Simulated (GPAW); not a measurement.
**Screening of a field by 2H-NbTe2 monolayer**

How does 2H-NbTe2 monolayer screen a perpendicular field?

Calculated with GPAW 26.7.0; GPAW, PAW setups; layer in a repeated cell with vacuum, relaxation of atoms and in-plane cell, in the first sound run; inputs show where later runs differ.

## 1. Set-up

The cell holds 3 atoms: 2 Te and 1 Nb. Its edges and angles: a = 3.901 Å, b = 3.901 Å, c = 17.577 Å, α = 90.0°, β = 90.0°, γ = 120.0°. Vacuum lies along c.

## 2. Relaxing the atoms

The atoms are relaxed first, since the surface dipole, and with it the work function, follows the positions of the outer layers.

The input, run.py:

```python
import json
import numpy as np
from ase import Atoms
from ase.filters import FrechetCellFilter
from ase.optimize import BFGS
from gpaw import GPAW, PW

slab = Atoms(
    ['Te', 'Nb', 'Te'],
    positions=[
        [-0.00000, 2.25216, 7.00000],
        [0.00000, 0.00000, 8.78861],
        [-0.00000, 2.25216, 10.57722]],
    cell=[[3.90086, 0.0, 0.0], [-1.95043, 3.37825, 0.0], [0.0, 0.0, 17.5772]],
    pbc=[True, True, True])

slab.calc = GPAW(mode=PW(600), xc='PBE', kpts={'size': (9, 9, 1), 'gamma': True},
                 occupations={'name': 'fermi-dirac', 'width': 0.05}, nbands='160%',
                 convergence={'density': 1e-05}, maxiter=200,
                 symmetry={'tolerance': 1e-3}, txt='slab.txt')
result = {}
# The in-plane cell is free; stress needs a cell that repeats along all three vectors
path = []
opt = BFGS(FrechetCellFilter(slab, mask=[1, 1, 0, 0, 0, 1]), maxstep=0.2)
opt.attach(lambda: path.append((slab.get_potential_energy(), slab.positions.tolist(), slab.get_forces().tolist())))
result['relaxed'] = bool(opt.run(fmax=0.02, steps=45))
result['path'] = path
result['cell'] = slab.cell.tolist()
print('in-plane lattice', slab.cell.cellpar().round(4)[[0, 1, 5]])
energy = slab.get_potential_energy()
fermi = slab.calc.get_fermi_level()
v = slab.calc.get_electrostatic_potential().mean((0, 1)) - fermi
n = slab.calc.get_pseudo_density().mean((0, 1))
L = slab.cell[2, 2]
z = np.arange(len(v)) * L / len(v)
low, high = slab.positions[:, 2].min(), slab.positions[:, 2].max()
below, above = np.interp([low - 4.8, high + 4.8], z, v)
slopes = [np.interp(x, z, np.gradient(v, z)) for x in (low - 4.8, high + 4.8)]
eps = np.array([[slab.calc.get_eigenvalues(k, s) for k in range(len(slab.calc.get_ibz_k_points()))]
                for s in range(slab.calc.get_number_of_spins())]) - fermi
top, bottom = eps[eps < 0].max(), eps[eps > 0].min()
dipole = slab.get_dipole_moment()[2]
print(f'energy {energy:.4f} eV, Fermi level {fermi:.4f} eV, dipole {dipole:.5f} e A')
print(f'potential 4.8 A off the faces, from the Fermi level: lower {below:.4f} eV, upper {above:.4f} eV')
print(f'slope of the potential there: lower {slopes[0]:.5f}, upper {slopes[1]:.5f} eV/A')
print(f'nearest levels on the mesh: {top:.4f} and {bottom:.4f} eV')
print('magnetic moment', round(slab.get_magnetic_moment(), 3))
result.update(energy=energy, fermi=fermi, dipole=dipole, below=below, above=above, slopes=slopes, edges=[top, bottom],
              z=z.tolist(), v=v.tolist(), n=n.tolist(), positions=slab.positions.tolist(),
              forces=slab.get_forces(apply_constraint=False).tolist(), moments=slab.get_magnetic_moments().tolist())
json.dump(result, open('result.json', 'w'))
```

On the command line:

```console
OMP_NUM_THREADS=1 OPENBLAS_NUM_THREADS=1 python run.py
```

The log of the run:

```text
Step          Energy          fmax
BFGS:    0      -17.881546        1.232349
BFGS:    1      -17.923616        1.077030
BFGS:    2      -18.041018        0.616742
BFGS:    3      -18.050034        0.483647
BFGS:    4      -18.073912        0.179128
BFGS:    5      -18.082394        0.105209
BFGS:    6      -18.083655        0.024576
BFGS:    7      -18.083711        0.004050
in-plane lattice [  3.6813   3.6813 119.9999]
energy -18.0685 eV, Fermi level -0.2483 eV, dipole -0.00026 e A
potential 4.8 A off the faces, from the Fermi level: lower 5.0253 eV, upper 5.0244 eV
slope of the potential there: lower 0.00005, upper 0.00037 eV/A
nearest levels on the mesh: -0.0264 and 0.0339 eV
magnetic moment 0.0
```

The job ended after 3.7 min (1 thread of Arm Neoverse V2, shared host; peak memory 0.31 GiB).

Numbers from this step:

| Property | Result |
| --- | --- |
| dipole along the normal | -2.58e-4 e·Å |
| levels nearest the Fermi level on the mesh | -0.02640, 0.03390 eV from the Fermi level |

The electrostatic potential energy of an electron (without an applied field's), less the Fermi level, planar mean by z:

z (Å), electrostatic potential energy of an electron (without an applied field's), less the Fermi level, planar mean (eV) and a bar from the least value:
```
      0.0        5.0 ##############################
      0.5        5.0 ##############################
      1.0        5.0 ##############################
      1.5        5.0 ##############################
      2.0        5.0 ##############################
      2.5        5.0 ##############################
      3.0        5.0 ##############################
      3.5        5.0 ##############################
      4.0        5.0 ##############################
      4.5        5.0 ##############################
      5.0        4.8 ##############################
      5.5        4.0 #############################
      6.0        0.8 #########################
      6.5       -9.2 ############
      7.0      -18.2 
      7.5       -7.6 ##############
      8.0       -4.0 ##################
      8.5      -12.6 #######
      9.0      -14.0 #####
      9.5       -4.7 #################
     10.0       -6.1 ################
     10.5      -17.4 #
     11.0      -11.4 #########
     11.5       -0.1 #######################
     12.0        3.7 ############################
     12.5        4.7 ##############################
     13.0        4.9 ##############################
     13.5        5.0 ##############################
     14.0        5.0 ##############################
     14.5        5.0 ##############################
     15.0        5.0 ##############################
     15.5        5.0 ##############################
     16.0        5.0 ##############################
     16.5        5.0 ##############################
     17.0        5.0 ##############################
```

The pseudo valence density, planar mean by z:

| z (Å) | pseudo valence density, planar mean (e/Å³) |
| --- | --- |
| 0.00 | 0 |
| 0.53 | 0 |
| 0.88 | 0 |
| 1.41 | 0 |
| 1.93 | 1.8e-6 |
| 2.29 | 5.4e-6 |
| 2.81 | 2.5e-5 |
| 3.34 | 1.1e-4 |
| 3.69 | 2.8e-4 |
| 4.22 | 0.00124 |
| 4.75 | 0.00549 |
| 5.10 | 0.0149 |
| 5.62 | 0.0629 |
| 6.15 | 0.210 |
| 6.50 | 0.271 |
| 7.03 | 0.121 |
| 7.56 | 0.344 |
| 7.91 | 0.324 |
| 8.44 | 0.668 |
| 8.96 | 0.912 |
| 9.49 | 0.360 |
| 9.84 | 0.329 |
| 10.37 | 0.228 |
| 10.90 | 0.201 |
| 11.25 | 0.265 |
| 11.78 | 0.0980 |
| 12.30 | 0.0243 |
| 12.66 | 0.00904 |
| 13.18 | 0.00203 |
| 13.71 | 4.6e-4 |
| 14.06 | 1.7e-4 |
| 14.59 | 3.9e-5 |
| 15.12 | 9.7e-6 |
| 15.47 | 3.9e-6 |
| 16.00 | 0 |
| 16.52 | 0 |
| 16.87 | 0 |
| 17.40 | 0 |

The relaxation lowered the energy of the cell by 0.201 eV (energies extrapolated to zero smearing; the optimiser's log prints free energies). The largest force left on a free atom is 0.0041 eV/Å.

## 3. The slab's potential

With the geometry fixed, the planar mean of the potential gives the vacuum level on each side.

This step: GPAW, PAW setups; slab in vacuum (GPAW 26.7.0).

The cell differs from the one that the last finished run ended in (c 17.577 → 17.683 Å).

run.py: that of step 2 with these lines changed.

```diff
@@ -3,4 +3,2 @@
 from ase import Atoms
-from ase.filters import FrechetCellFilter
-from ase.optimize import BFGS
 from gpaw import GPAW, PW
@@ -10,21 +8,14 @@
     positions=[
-        [-0.00000, 2.25216, 7.00000],
-        [0.00000, 0.00000, 8.78861],
-        [-0.00000, 2.25216, 10.57722]],
-    cell=[[3.90086, 0.0, 0.0], [-1.95043, 3.37825, 0.0], [0.0, 0.0, 17.5772]],
-    pbc=[True, True, True])
+        [0.00000, 2.12539, 7.00000],
+        [-0.00000, 0.00000, 8.84159],
+        [0.00000, 2.12539, 10.68319]],
+    cell=[[3.68128, -0.0, 0.0], [-1.84064, 3.18809, 0.0], [0.0, 0.0, 17.6832]],
+    pbc=[True, True, False])
 
-slab.calc = GPAW(mode=PW(600), xc='PBE', kpts={'size': (9, 9, 1), 'gamma': True},
+slab.calc = GPAW(mode=PW(400), xc='PBE', kpts={'size': (9, 9, 1), 'gamma': True},
                  occupations={'name': 'fermi-dirac', 'width': 0.05}, nbands='160%',
                  convergence={'density': 1e-05}, maxiter=200,
+                 poissonsolver={'dipolelayer': 'xy'},
                  symmetry={'tolerance': 1e-3}, txt='slab.txt')
 result = {}
-# The in-plane cell is free; stress needs a cell that repeats along all three vectors
-path = []
-opt = BFGS(FrechetCellFilter(slab, mask=[1, 1, 0, 0, 0, 1]), maxstep=0.2)
-opt.attach(lambda: path.append((slab.get_potential_energy(), slab.positions.tolist(), slab.get_forces().tolist())))
-result['relaxed'] = bool(opt.run(fmax=0.02, steps=45))
-result['path'] = path
-result['cell'] = slab.cell.tolist()
-print('in-plane lattice', slab.cell.cellpar().round(4)[[0, 1, 5]])
 energy = slab.get_potential_energy()
```

The log of the run:

```text
energy -18.0328 eV, Fermi level -0.2761 eV, dipole -0.00066 e A
potential 4.8 A off the faces, from the Fermi level: lower 5.0232 eV, upper 5.0257 eV
slope of the potential there: lower -0.00017, upper 0.00017 eV/A
nearest levels on the mesh: -0.0264 and 0.0339 eV
magnetic moment 0.0
```

It took 17 s on 1 thread; peak memory 0.18 GiB.

This step gave:

```yaml
dipole_along_the_normal: -6.65e-4 e·Å
levels_nearest_the_fermi_level_on_the_mesh: -0.02635, 0.03385 eV from the Fermi level
upper_work_function: 5.026 eV
lower_work_function: 5.023 eV
```

The electrostatic potential energy of an electron (without an applied field's), less the Fermi level, planar mean by z:

| z (Å) | electrostatic potential energy of an electron (without an applied field's), less the Fermi level, planar mean (eV) |
| --- | --- |
| 0.0 | 5.02 |
| 0.5 | 5.02 |
| 1.0 | 5.02 |
| 1.5 | 5.02 |
| 2.0 | 5.02 |
| 2.5 | 5.02 |
| 3.0 | 5.02 |
| 3.5 | 5.02 |
| 4.0 | 5.01 |
| 4.5 | 4.97 |
| 5.0 | 4.80 |
| 5.5 | 4.11 |
| 6.0 | 1.41 |
| 6.5 | -7.71 |
| 7.0 | -18.3 |
| 7.5 | -8.79 |
| 8.0 | -3.66 |
| 8.5 | -11.5 |
| 9.0 | -14.8 |
| 9.5 | -5.36 |
| 10.0 | -5.25 |
| 10.5 | -16.5 |
| 11.0 | -12.9 |
| 11.5 | -0.902 |
| 12.0 | 3.51 |
| 12.5 | 4.65 |
| 13.0 | 4.93 |
| 13.5 | 5.00 |
| 14.0 | 5.02 |
| 14.5 | 5.02 |
| 15.0 | 5.03 |
| 15.5 | 5.03 |
| 16.0 | 5.03 |
| 16.5 | 5.03 |
| 17.0 | 5.03 |
| 17.5 | 5.03 |

Table of pseudo valence density, planar mean by z:

z (Å), pseudo valence density, planar mean (e/Å³) and a bar from the least value:
```
     0.00       0.00 
     0.42       0.00 
     0.84       0.00 
     1.47       0.00 
     1.89       0.00 
     2.32       0.00 
     2.74       0.00 
     3.37       0.00 
     3.79       0.00 
     4.21       0.00 
     4.63       0.00 
     5.26       0.02 #
     5.68       0.06 ##
     6.10       0.17 ######
     6.53       0.28 ##########
     7.16       0.16 ######
     7.58       0.34 ############
     8.00       0.33 ###########
     8.42       0.58 ####################
     9.05       0.87 ##############################
     9.47       0.39 ##############
     9.89       0.33 ###########
    10.32       0.29 ##########
    10.95       0.20 #######
    11.37       0.25 #########
    11.79       0.11 ####
    12.21       0.04 #
    12.84       0.01 
    13.26       0.00 
    13.68       0.00 
    14.10       0.00 
    14.74       0.00 
    15.16       0.00 
    15.58       0.00 
    16.00       0.00 
    16.63       0.00 
    17.05       0.00 
    17.47       0.00
```

The potential is flat to 1.7e-4 eV/Å where it is read, so the vacuum is wide enough.

## 4. Field on

A uniform field along the normal polarises the slab; the atoms stay fixed, so this is the electronic response alone.

run.py: that of step 3 with these lines changed.

```diff
@@ -4,2 +4,3 @@
 from gpaw import GPAW, PW
+from gpaw.external import ConstantElectricField
 
@@ -18,2 +19,3 @@
                  poissonsolver={'dipolelayer': 'xy'},
+                 external=ConstantElectricField(-0.2, [0, 0, 1]),
                  symmetry={'tolerance': 1e-3}, txt='slab.txt')
```

The log of the run:

```text
energy -18.0411 eV, Fermi level -0.2779 eV, dipole -0.08303 e A
potential 4.8 A off the faces, from the Fermi level: lower 4.3874 eV, upper 5.6678 eV
slope of the potential there: lower -0.00007, upper 0.00032 eV/A
nearest levels on the mesh: -0.0264 and 0.0337 eV
magnetic moment 0.0
```

The job ended after 57 s (1 thread; peak memory 0.25 GiB).

Numbers from this step:

```yaml
dipole_along_the_normal: -0.08303 e·Å
levels_nearest_the_fermi_level_on_the_mesh: -0.02643, 0.03375 eV from the Fermi level
potential_below_the_slab_the_applied_field_s_own_ramp_left_out: 4.387 eV from the Fermi level
potential_above_the_slab_the_applied_field_s_own_ramp_left_out: 5.668 eV from the Fermi level
```

Electrostatic potential energy of an electron (without an applied field's), less the Fermi level, planar mean against z:

```
z (Å)  electrostatic potential energy of an electron (without an applied field's), less the Fermi level, planar mean (eV)
  0.0                                                                                                                5.03
  0.5                                                                                                                4.39
  1.0                                                                                                                4.39
  1.5                                                                                                                4.39
  2.0                                                                                                                4.39
  2.5                                                                                                                4.39
  3.0                                                                                                                4.39
  3.5                                                                                                                4.39
  4.0                                                                                                                4.38
  4.5                                                                                                                4.34
  5.0                                                                                                                4.18
  5.5                                                                                                                3.52
  6.0                                                                                                               0.870
  6.5                                                                                                               -8.17
  7.0                                                                                                               -18.6
  7.5                                                                                                               -9.06
  8.0                                                                                                               -3.83
  8.5                                                                                                               -11.5
  9.0                                                                                                               -14.8
  9.5                                                                                                               -5.24
 10.0                                                                                                               -5.02
 10.5                                                                                                               -16.2
 11.0                                                                                                               -12.5
 11.5                                                                                                              -0.395
 12.0                                                                                                                4.09
 12.5                                                                                                                5.27
 13.0                                                                                                                5.57
 13.5                                                                                                                5.64
 14.0                                                                                                                5.66
 14.5                                                                                                                5.67
 15.0                                                                                                                5.67
 15.5                                                                                                                5.67
 16.0                                                                                                                5.67
 16.5                                                                                                                5.67
 17.0                                                                                                                5.67
 17.5                                                                                                                5.36
```

The dipole is now -0.0830 e Å, against -6.6e-4 in the run without a field.

## 5. Field on

run.py: that of step 4 with these lines changed.

```diff
@@ -19,3 +19,3 @@
                  poissonsolver={'dipolelayer': 'xy'},
-                 external=ConstantElectricField(-0.2, [0, 0, 1]),
+                 external=ConstantElectricField(-0.1, [0, 0, 1]),
                  symmetry={'tolerance': 1e-3}, txt='slab.txt')
```

The log of the run:

```text
energy -18.0349 eV, Fermi level -0.2765 eV, dipole -0.04151 e A
potential 4.8 A off the faces, from the Fermi level: lower 4.7052 eV, upper 5.3453 eV
slope of the potential there: lower -0.00011, upper 0.00024 eV/A
nearest levels on the mesh: -0.0264 and 0.0338 eV
magnetic moment 0.0
```

Run time: 60 s. Hardware: 1 thread; peak memory 0.25 GiB.

This step gave:

| Quantity | Value |
| --- | --- |
| dipole along the normal | -0.04151 e·Å |
| levels nearest the Fermi level on the mesh | -0.02637, 0.03383 eV from the Fermi level |
| potential below the slab, the applied field's own ramp left out | 4.705 eV from the Fermi level |
| potential above the slab, the applied field's own ramp left out | 5.345 eV from the Fermi level |

The electrostatic potential energy of an electron (without an applied field's), less the Fermi level, planar mean by z:

z (Å), electrostatic potential energy of an electron (without an applied field's), less the Fermi level, planar mean (eV) and a bar from the least value:
```
        0        5.0 ##############################
        1        4.7 #############################
        2        4.7 #############################
        3        4.7 #############################
        4        4.7 #############################
        5        4.5 #############################
        6        1.1 #########################
        7      -18.5 
        8       -3.7 ###################
        9      -14.8 #####
       10       -5.1 #################
       11      -12.7 #######
       12        3.8 ############################
       13        5.2 ##############################
       14        5.3 ##############################
       15        5.3 ##############################
       16        5.3 ##############################
       17        5.3 ##############################
```

The dipole is now -0.0415 e Å, against -6.6e-4 in the run without a field.

## 6. In a field

run.py: that of step 5 with these lines changed.

```diff
@@ -19,3 +19,3 @@
                  poissonsolver={'dipolelayer': 'xy'},
-                 external=ConstantElectricField(-0.1, [0, 0, 1]),
+                 external=ConstantElectricField(-0.05, [0, 0, 1]),
                  symmetry={'tolerance': 1e-3}, txt='slab.txt')
```

The log of the run:

```text
energy -18.0333 eV, Fermi level -0.2762 eV, dipole -0.02075 e A
potential 4.8 A off the faces, from the Fermi level: lower 4.8646 eV, upper 5.1846 eV
slope of the potential there: lower -0.00014, upper 0.00020 eV/A
nearest levels on the mesh: -0.0264 and 0.0338 eV
magnetic moment 0.0
```

It took 56 s on 1 thread; peak memory 0.25 GiB.

Electrostatic potential energy of an electron (without an applied field's), less the Fermi level, planar mean against z:

| z (Å) | electrostatic potential energy of an electron (without an applied field's), less the Fermi level, planar mean (eV) |
| --- | --- |
| 0.0 | 5.02 |
| 0.5 | 4.86 |
| 1.0 | 4.86 |
| 1.5 | 4.86 |
| 2.0 | 4.86 |
| 2.5 | 4.86 |
| 3.0 | 4.86 |
| 3.5 | 4.86 |
| 4.0 | 4.85 |
| 4.5 | 4.81 |
| 5.0 | 4.65 |
| 5.5 | 3.97 |
| 6.0 | 1.27 |
| 6.5 | -7.83 |
| 7.0 | -18.4 |
| 7.5 | -8.86 |
| 8.0 | -3.70 |
| 8.5 | -11.5 |
| 9.0 | -14.8 |
| 9.5 | -5.33 |
| 10.0 | -5.20 |
| 10.5 | -16.4 |
| 11.0 | -12.8 |
| 11.5 | -0.776 |
| 12.0 | 3.66 |
| 12.5 | 4.81 |
| 13.0 | 5.09 |
| 13.5 | 5.16 |
| 14.0 | 5.18 |
| 14.5 | 5.18 |
| 15.0 | 5.18 |
| 15.5 | 5.18 |
| 16.0 | 5.18 |
| 16.5 | 5.18 |
| 17.0 | 5.18 |
| 17.5 | 5.11 |

(Continued in part 2 of 2.)

[Logs are printed without paths, hosts, clocks, repeated set-up lines and the standing remarks that a program may print on its own settings, such as how far it seeks lower states.]

[Hosts, paths, dates, database ids (printed as entryN), source tags and the programs' standing remarks are cut or masked in the printed files.]
